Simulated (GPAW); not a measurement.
Computed results, one entry a study.

```
! title: A GW chain in GPAW: LiF (Griceite)
! method: DFT, PBE, plane waves, PAW (and 1 further level or step)
! program: GPAW 26.7.0
! settings: cutoff 600 eV, GPAW PAW setups 1.2.1 data release, 6×6×6 k-mesh, nbands 156
! cost: 4 runs, 42 s in all on 4 MPI ranks of Arm Neoverse V1, shared host
! notes: The cell and positions come from the Crystallography Open Database and are kept as given unless a step says otherwise.
! PBE gap: 9.07 eV, indirect (only 2 meV under the direct gap)
! G0W0 gap on the mesh: 13.26 eV
! GW settings: 6×6×6 mesh, 68 bands, screening to 150 eV, Godby-Needs plasmon pole
! known limits: short of the basis limit
CELL_PARAMETERS angstrom
0.00000 2.01400 2.01400
2.01400 0.00000 2.01400
2.01400 2.01400 0.00000
ATOMIC_POSITIONS crystal
Li 0.00000 0.00000 0.00000
F 0.50000 0.50000 0.50000
```

[Long decimals in the printed logs are rounded to 6 places.]

[Logs are printed without paths, hosts, clocks, repeated set-up lines and the standing remarks that a program may print on its own settings, such as how far it seeks lower states.]

[Paths, hosts, dates, memory and timing lines, banners, echoed tables and standing remarks are left out of the program output; an Ansatz launch command may be rebuilt from the run's recorded settings. Measured values are a selection of at most five: reports struck by readers or far from the other reports are left out. None is set beside runs whose start may be inverted or whose files or cutoffs have a known fault.]

[Runs of the session that timed out or met a known fault of the program may be left out.]

[Hosts, paths, dates, database ids (printed as entryN), source tags and the programs' standing remarks are cut or masked in the printed files.]

[Where the starting crystal was built by hand or by swapping elements, it need not be the compound's stable phase.]
